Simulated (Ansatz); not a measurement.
# Calculated records

WS2 (Tungstenite): spin-orbit coupling beyond the local functionals. Symmetry: P6_3/mmc, No. 194, hexagonal system. Conventional cell: a = 3.180 Å, b = 3.180 Å, c = 12.500 Å, α = 90.00°, β = 90.00°, γ = 120.00°. W has 6 S at 2.41 Å nearest. Nearest to S lie 3 W at 2.41 Å. Farther neighbours and most contacts between anions are not listed. The calculation used DFT, HSE06 with spin-orbit coupling, plane waves, PAW (and 1 further level or step) in Ansatz 0.2.0, with cutoff 420 eV, 6×6×2 k-mesh, default PAW in one of its runs. The HSE06 is 1.58 eV and the HSE06+SOC is 1.52 eV. It took 2 runs, 1.7 min in all on 1 × NVIDIA H100 80GB HBM3 (shared by 3 runs) with 3 threads of AMD EPYC 7R13 (Zen 3), shared host (the runs of this entry). Spin-orbit coupling changes the gap by −0.06 eV and the least direct gap by −0.22 eV. The database entry behind the starting cell differs from later determinations by our own check (an axis about 1.4 % long against later determinations). The cell and positions come from the Crystallography Open Database and are kept as given unless a step says otherwise.

```
W S
1.0
     3.18000    0.00000    0.00000
    -1.59000    2.75396    0.00000
     0.00000    0.00000   12.50000
W S
2 4
Direct
  0.33333 0.66667 0.25000
  0.66667 0.33333 0.75000
  0.33333 0.66667 0.62500
  0.66667 0.33333 0.12500
  0.33333 0.66667 0.87500
  0.66667 0.33333 0.37500
```

[Paths, hosts, dates, memory and timing lines, banners, echoed tables and standing remarks are left out of the program output.]

[Logs are printed without paths, hosts, clocks, repeated set-up lines and the standing remarks that a program may print on its own settings, such as how far it seeks lower states.]

[Runs of the session that timed out or met a known fault of the program may be left out.]

[Cells called generated may have been cut or substituted from an entry of the Crystallography Open Database or the Materials Project.]

[Hosts, paths, dates, database ids (printed as entryN), source tags and the programs' standing remarks are cut or masked in the printed files.]
